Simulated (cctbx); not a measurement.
# LiHo2TlSe4 with cctbx, script by script

Library: cctbx 2025.11. The data are simulated by the first script.

## 1. Simulate the data

run.py:

```python
from cctbx import adptbx, crystal, miller, sgtbx, xray
from cctbx.array_family import flex
from iotbx.shelx import hklf
from scitbx import matrix
import scitbx.random

cs = crystal.symmetry(unit_cell=(4.076, 13.688, 14.038, 90, 90, 90), space_group_symbol='Hall: -C 2c 2')  # Cmcm
atoms = [  # label, site, U (iso, or U11 U22 U33 U12 U13 U23 in A^2), occupancy
    ("Tl1", (0.5, 0.3886, 0.25), (0.0050, 0.0052, 0.0041, 0.0000, 0.0000, 0.0000), 1),
    ("Ho1", (0.5, 0.1374, 0.0664), (0.0049, 0.0055, 0.0048, 0.0000, 0.0000, -0.0003), 1),
    ("Se1", (0.5, 0.2322, 0.8917), (0.0078, 0.0086, 0.0104, 0.0000, 0.0000, -0.0003), 1),
    ("Se2", (0, 0, 0), (0.0092, 0.0087, 0.0088, 0.0000, 0.0000, -0.0003), 1),
    ("Se3", (0.5, 0.0632, 0.25), (0.0058, 0.0069, 0.0068, 0.0000, 0.0000, 0.0000), 1),
    ("Li1", (0, 0.1637, 0.25), (0.0148, 0.0144, 0.0162, 0.0000, 0.0000, 0.0000), 1),
]
xs = xray.structure(crystal_symmetry=cs)
for label, site, u, occ in atoms:
    u = adptbx.u_cif_as_u_star(cs.unit_cell(), u) if isinstance(u, tuple) else u
    xs.add_scatterer(xray.scatterer(label, site=site, u=u, occupancy=occ))
xs.set_inelastic_form_factors(0.56087, "sasaki")
xs.show_summary()
p1 = xs.expand_to_p1()
ms = miller.build_set(p1, anomalous_flag=True, d_min=1.1)
flex.set_random_seed(456277)
scitbx.random.set_random_seed(456277)
ms = ms.select(flex.random_double(ms.size()) < 0.5)
i = ms.structure_factors_from_scatterers(p1, algorithm="direct").f_calc().as_intensity_array().data()
i = i * 40000 / flex.max(i)
sig = flex.sqrt(i + flex.pow2(0.03 * i) + 4 ** 2)
noise = scitbx.random.variate(scitbx.random.normal_distribution())(i.size())
data = ms.array(data=i + sig * noise, sigmas=sig).set_observation_type_xray_intensity()
with open("data.hkl", "w") as f:
    data.export_as_shelx_hklf(f)
print("reflections written:", data.size(), " <I/sigma> = %.1f" % flex.mean(data.data() / data.sigmas()))
for h, a, b in list(data.sort("data"))[:12]:
    print("%4d%4d%4d %9.1f %7.1f" % (h + (a, b)))
```

```console
$ python run.py
```

```text
Number of scatterers: 6
At special positions: 6
Unit cell: (4.076, 13.688, 14.038, 90, 90, 90)
Space group: C m c m (No. 63)
reflections written: 1233  <I/sigma> = 10.4
   2   0   0   42834.1  1216.6
   0  -6  -3   20326.2   605.1
   0  -6   3   20237.0   605.1
   0   6   3   19388.4   605.1
   0   6  -3   19246.8   605.1
   0   0  -6   19205.9   594.3
   0   0   6   18786.5   594.3
  -2  -6  -3   14665.6   444.0
  -2  -6   3   14371.2   444.0
   2  -6  -3   14020.4   444.0
   0   8   0   13607.6   400.2
   2   0  -6   13588.5   428.7
```

It took 0.39 s on 1 thread of Arm Neoverse N1 (shared host), peak memory 0.07 GiB.

## 2. Refinement (right model)

run.py:

```python
import math
from cctbx import adptbx, crystal, maptbx, sgtbx, xray
from cctbx.array_family import flex
from cctbx.xray import observations
from iotbx.shelx import hklf
from scitbx.lstbx import normal_eqns_solving
from smtbx import absolute_structure, utils
from smtbx.refinement import constraints, least_squares

cs = crystal.symmetry(unit_cell=(4.076, 13.688, 14.038, 90, 90, 90), space_group_symbol='Hall: -C 2c 2')  # Cmcm
atoms = [  # label, site, U (iso, or U11 U22 U33 U12 U13 U23 in A^2), occupancy
    ("Tl1", (0.5, 0.3885, 0.25), 0.0200, 1),
    ("Ho1", (0.5, 0.139, 0.0651), 0.0200, 1),
    ("Se1", (0.5, 0.2299, 0.8909), 0.0200, 1),
    ("Se2", (0, 0, 0), 0.0200, 1),
    ("Se3", (0.5, 0.0666, 0.25), 0.0200, 1),
    ("Li1", (0, 0.1632, 0.25), 0.0200, 1),
]
xs = xray.structure(crystal_symmetry=cs)
for label, site, u, occ in atoms:
    u = adptbx.u_cif_as_u_star(cs.unit_cell(), u) if isinstance(u, tuple) else u
    xs.add_scatterer(xray.scatterer(label, site=site, u=u, occupancy=occ))
xs.set_inelastic_form_factors(0.56087, "sasaki")
raw = hklf.reader(file_name="data.hkl").as_miller_arrays(crystal_symmetry=cs, anomalous=True)[0]
merged = raw.eliminate_sys_absent().merge_equivalents()
fo2 = merged.array().set_observation_type_xray_intensity()
print("Rint %.3f, %d unique reflections to %.2f A" % (merged.r_int(), fo2.size(), fo2.d_min()))
for sc in xs.scatterers():
    sc.flags.set_grad_site(True)
    sc.flags.set_grad_u_aniso(sc.flags.use_u_aniso())
    sc.flags.set_grad_u_iso(sc.flags.use_u_iso())
obs = fo2.as_xray_observations()
extra = {}
rep = constraints.reparametrisation(xs, [], utils.connectivity_table(xs), **extra)
ls = least_squares.crystallographic_ls(obs, rep, weighting_scheme=least_squares.mainstream_shelx_weighting(a=0, b=0))
print("cycle     R1     wR2    GooF  max shift (A)")
for cycle in range(8):
    ls.build_up()
    r1, wr2, goof = ls.r1_factor(cutoff_factor=2)[0], ls.wR2(), ls.goof()
    old = xs.sites_cart()
    normal_eqns_solving.levenberg_marquardt_iterations(ls, n_max_iterations=3, tau=1e-06, step_threshold=1e-7)
    big = flex.max((xs.sites_cart() - old).norms())
    print("%4d %7.4f %7.4f %7.3f %9.5f" % (cycle + 1, r1, wr2, goof, big))
    ls.build_up(objective_only=True)
    if abs(ls.wR2() - wr2) < 5e-5 and big < 5e-4:
        break
ls.build_up()
print("final R1 %.4f wR2 %.4f GooF %.3f  parameters %d  data/parameter %.1f" % (ls.r1_factor(cutoff_factor=2)[0], ls.wR2(), ls.goof(), ls.n_parameters, fo2.size() / ls.n_parameters))
cov = ls.covariance_matrix_and_annotations()
su = dict(zip(cov.annotations, (math.sqrt(max(v, 0)) for v in cov.matrix.matrix_packed_u_diagonal())))
a2 = cs.unit_cell().reciprocal_parameters()[0] ** -2
print("atom        x        y        z      Ueq    occ   su(xyz)  su(Uiso or U11)")
for sc in xs.scatterers():
    s = max(su.get(sc.label + k, 0) for k in (".x", ".y", ".z"))
    npd = "" if sc.is_positive_definite_u(cs.unit_cell()) else "  NPD"
    print("%-5s %8.5f %8.5f %8.5f %8.4f %6.3f %8.5f %7.4f%s" % ((sc.label,) + sc.site + (sc.u_iso_or_equiv(cs.unit_cell()), sc.occupancy, s, su.get(sc.label + ".uiso", su.get(sc.label + ".u11", 0) * a2), npd)))
fo = fo2.f_sq_as_f()
fc = fo.structure_factors_from_scatterers(xs, algorithm="direct").f_calc()
diff = fo.f_obs_minus_f_calc(1 / math.sqrt(ls.scale_factor()), fc).average_bijvoet_mates()
m = diff.fft_map(symmetry_flags=maptbx.use_space_group_symmetry, resolution_factor=0.25).apply_volume_scaling()
print("difference map: max %.2f min %.2f rms %.2f" % (m.statistics().max(), m.statistics().min(), m.statistics().sigma()))
peaks = m.peak_search(parameters=maptbx.peak_search_parameters(min_distance_sym_equiv=0.6, max_clusters=6)).all()
near = xs.closest_distances(peaks.sites(), distance_cutoff=4)
sps = cs.special_position_settings(min_distance_sym_equiv=0.5)
for k, (x, h) in enumerate(zip(peaks.sites(), peaks.heights())):
    ss = sps.site_symmetry(x)
    print("Q%-3d %7.4f %7.4f %7.4f %4d %7.2f  %.2f A from %s" % ((k + 1,) + tuple(t % 1 for t in ss.exact_site()) + (ss.multiplicity(), h, near.smallest_distances[k], xs.scatterers()[near.i_seqs[k]].label)))
```

```console
$ python run.py
```

```text
Rint 0.025, 191 unique reflections to 1.10 A
cycle     R1     wR2    GooF  max shift (A)
   1  0.0865  0.2161   8.419   0.04725
   2  0.0113  0.0280   1.090   0.00008
final R1 0.0113 wR2 0.0280 GooF 1.090  parameters 13  data/parameter 14.7
atom        x        y        z      Ueq    occ   su(xyz)  su(Uiso or U11)
Tl1    0.50000  0.38856  0.25000   0.0047  1.000  0.00004  0.0003
Ho1    0.50000  0.13741  0.06640   0.0048  1.000  0.00003  0.0003
Se1    0.50000  0.23222  0.89168   0.0086  1.000  0.00007  0.0004
Se2    0.00000  0.00000  0.00000   0.0084  1.000  0.00000  0.0004
Se3    0.50000  0.06315  0.25000   0.0061  1.000  0.00010  0.0004
Li1    0.00000  0.16138  0.25000   0.0190  1.000  0.00175  0.0060
difference map: max 0.57 min -0.40 rms 0.14
Q1    0.0000  0.0771  0.5726    8    0.57  1.47 A from Se2
Q2    0.0000  0.3580  0.1442    8    0.57  1.33 A from Se1
Q3    0.0000  0.4331  0.7500    4    0.55  0.05 A from Se3
Q4    0.0000  0.3303  0.5292    8    0.51  0.68 A from Ho1
Q5    0.0000  0.4685  0.1191    8    0.50  2.25 A from Se3
Q6    0.0000  0.0825  0.1873    8    0.47  1.39 A from Li1
```

Time: 0.57 s.

## 3. Simulate the data

run.py, as its changes from the last script of this kind:

```diff
@@ -23 +23 @@
-ms = miller.build_set(p1, anomalous_flag=True, d_min=1.1)
+ms = miller.build_set(p1, anomalous_flag=True, d_min=0.84)
```

```console
$ python run.py
```

```text
Number of scatterers: 6
At special positions: 6
Unit cell: (4.076, 13.688, 14.038, 90, 90, 90)
Space group: C m c m (No. 63)
reflections written: 2793  <I/sigma> = 9.4
  -2   0   0   40502.7  1216.6
   0   6   3   20005.4   605.1
   0   0  -6   19055.3   594.3
   0   0   6   18650.5   594.3
   2   6   3   15124.9   444.0
   2  -6   3   14595.7   444.0
  -2  -6   3   14558.2   444.0
  -2   6  -3   14509.3   444.0
   2   6  -3   14443.1   444.0
  -2   6   3   14306.1   444.0
   2  -6  -3   14226.5   444.0
   2   0   6   14168.0   428.7
```

Time: 0.41 s.

## 4. Refinement (right model)

run.py, as its changes from the last script of this kind:

```diff
@@ -12,3 +12,3 @@
-    ("Tl1", (0.5, 0.3885, 0.25), 0.0200, 1),
-    ("Ho1", (0.5, 0.139, 0.0651), 0.0200, 1),
-    ("Se1", (0.5, 0.2299, 0.8909), 0.0200, 1),
+    ("Tl1", (0.5, 0.3881, 0.25), 0.0200, 1),
+    ("Ho1", (0.5, 0.1379, 0.0664), 0.0200, 1),
+    ("Se1", (0.5, 0.2318, 0.8914), 0.0200, 1),
@@ -16,2 +16,2 @@
-    ("Se3", (0.5, 0.0666, 0.25), 0.0200, 1),
-    ("Li1", (0, 0.1632, 0.25), 0.0200, 1),
+    ("Se3", (0.5, 0.0628, 0.25), 0.0200, 1),
+    ("Li1", (0, 0.1616, 0.25), 0.0200, 1),
@@ -23,0 +24 @@
+xs.convert_to_anisotropic()
```

```console
$ python run.py
```

```text
Rint 0.024, 403 unique reflections to 0.84 A
cycle     R1     wR2    GooF  max shift (A)
   1  0.1029  0.2269   8.704   0.03573
   2  0.0106  0.0242   0.927   0.00567
   3  0.0106  0.0242   0.927   0.00137
   4  0.0106  0.0242   0.927   0.00033
final R1 0.0106 wR2 0.0242 GooF 0.927  parameters 28  data/parameter 14.4
atom        x        y        z      Ueq    occ   su(xyz)  su(Uiso or U11)
Tl1    0.50000  0.38862  0.25000   0.0049  1.000  0.00002  0.0002
Ho1    0.50000  0.13740  0.06641   0.0052  1.000  0.00002  0.0001
Se1    0.50000  0.23221  0.89171   0.0089  1.000  0.00004  0.0003
Se2    0.00000  0.00000  0.00000   0.0088  1.000  0.00000  0.0003
Se3    0.50000  0.06321  0.25000   0.0065  1.000  0.00005  0.0003
Li1    0.00000  0.16475  0.25000   0.0141  1.000  0.00099  0.0062
difference map: max 0.69 min -0.78 rms 0.18
Q1    0.0000  0.1491  0.0892    8    0.74  1.65 A from Se1
Q2    0.0000  0.2051  0.5661    8    0.65  2.15 A from Se1
Q3    0.0000  0.4384  0.7500    4    0.63  0.02 A from Se3
Q4    0.0000  0.1980  0.6520    8    0.63  1.82 A from Tl1
Q5    0.0000  0.1068  0.7058    8    0.60  0.62 A from Tl1
Q6    0.0000  0.0882  0.0208    8    0.57  1.24 A from Se2
```

Time: 0.72 s.

## 5. Simulate the data

run.py, as its changes from the last script of this kind:

```diff
@@ -23 +23 @@
-ms = miller.build_set(p1, anomalous_flag=True, d_min=0.84)
+ms = miller.build_set(p1, anomalous_flag=True, d_min=0.6)
```

```console
$ python run.py
```

```text
Number of scatterers: 6
At special positions: 6
Unit cell: (4.076, 13.688, 14.038, 90, 90, 90)
Space group: C m c m (No. 63)
reflections written: 7666  <I/sigma> = 8.2
   2   0   0   39832.1  1216.6
  -2   0   0   38969.6  1216.6
   0   6   3   19734.7   605.1
   0  -6   3   19597.5   605.1
   0  -6  -3   19247.1   605.1
   4   0   0   17465.0   547.7
   2   6   3   15111.0   444.0
   2  -6  -3   14836.0   444.0
  -2   6  -3   14674.4   444.0
  -2   6   3   14651.6   444.0
  -2  -6   3   14637.8   444.0
  -2  -6  -3   13984.6   444.0
```

Time: 0.44 s.

## 6. Refinement (right model)

run.py, as its changes from the last script of this kind:

```diff
@@ -12,3 +12,3 @@
-    ("Tl1", (0.5, 0.3881, 0.25), 0.0200, 1),
-    ("Ho1", (0.5, 0.1379, 0.0664), 0.0200, 1),
-    ("Se1", (0.5, 0.2318, 0.8914), 0.0200, 1),
+    ("Tl1", (0.5, 0.389, 0.25), 0.0200, 1),
+    ("Ho1", (0.5, 0.1399, 0.0653), 0.0200, 1),
+    ("Se1", (0.5, 0.2305, 0.8916), 0.0200, 1),
@@ -16,2 +16,2 @@
-    ("Se3", (0.5, 0.0628, 0.25), 0.0200, 1),
-    ("Li1", (0, 0.1616, 0.25), 0.0200, 1),
+    ("Se3", (0.5, 0.0627, 0.25), 0.0200, 1),
+    ("Li1", (0, 0.1662, 0.25), 0.0200, 1),
```

```console
$ python run.py
```

```text
Rint 0.027, 1066 unique reflections to 0.60 A
cycle     R1     wR2    GooF  max shift (A)
   1  0.2241  0.4529  15.272   0.03760
   2  0.0113  0.0270   0.912   0.00279
   3  0.0113  0.0270   0.912   0.00148
   4  0.0113  0.0270   0.912   0.00079
   5  0.0113  0.0270   0.912   0.00042
final R1 0.0113 wR2 0.0270 GooF 0.912  parameters 28  data/parameter 38.1
atom        x        y        z      Ueq    occ   su(xyz)  su(Uiso or U11)
Tl1    0.50000  0.38860  0.25000   0.0048  1.000  0.00001  0.0001
Ho1    0.50000  0.13740  0.06640   0.0051  1.000  0.00001  0.0001
Se1    0.50000  0.23217  0.89172   0.0090  1.000  0.00002  0.0001
Se2    0.00000  0.00000  0.00000   0.0090  1.000  0.00000  0.0002
Se3    0.50000  0.06322  0.25000   0.0064  1.000  0.00003  0.0001
Li1    0.00000  0.16420  0.25000   0.0140  1.000  0.00067  0.0040
difference map: max 1.24 min -1.17 rms 0.25
Q1    0.1264  0.0563  0.7500    8    1.31  0.91 A from Tl1
Q2    0.0000  0.0241  0.1943    8    1.01  2.01 A from Tl1
Q3    0.0000  0.2515  0.5550    8    0.96  1.53 A from Ho1
Q4    0.0000  0.2809  0.1446    8    0.95  0.54 A from Se1
Q5    0.1090  0.3439  0.2500    8    0.86  1.71 A from Tl1
Q6    0.0000  0.1203  0.1607    8    0.85  1.39 A from Li1
```

Run time: 0.92 s on 1 thread of Arm Neoverse N1, on a shared host, peak memory 0.09 GiB.

[Logs are printed without paths, hosts, clocks, repeated set-up lines and the standing remarks that a program may print on its own settings, such as how far it seeks lower states.]
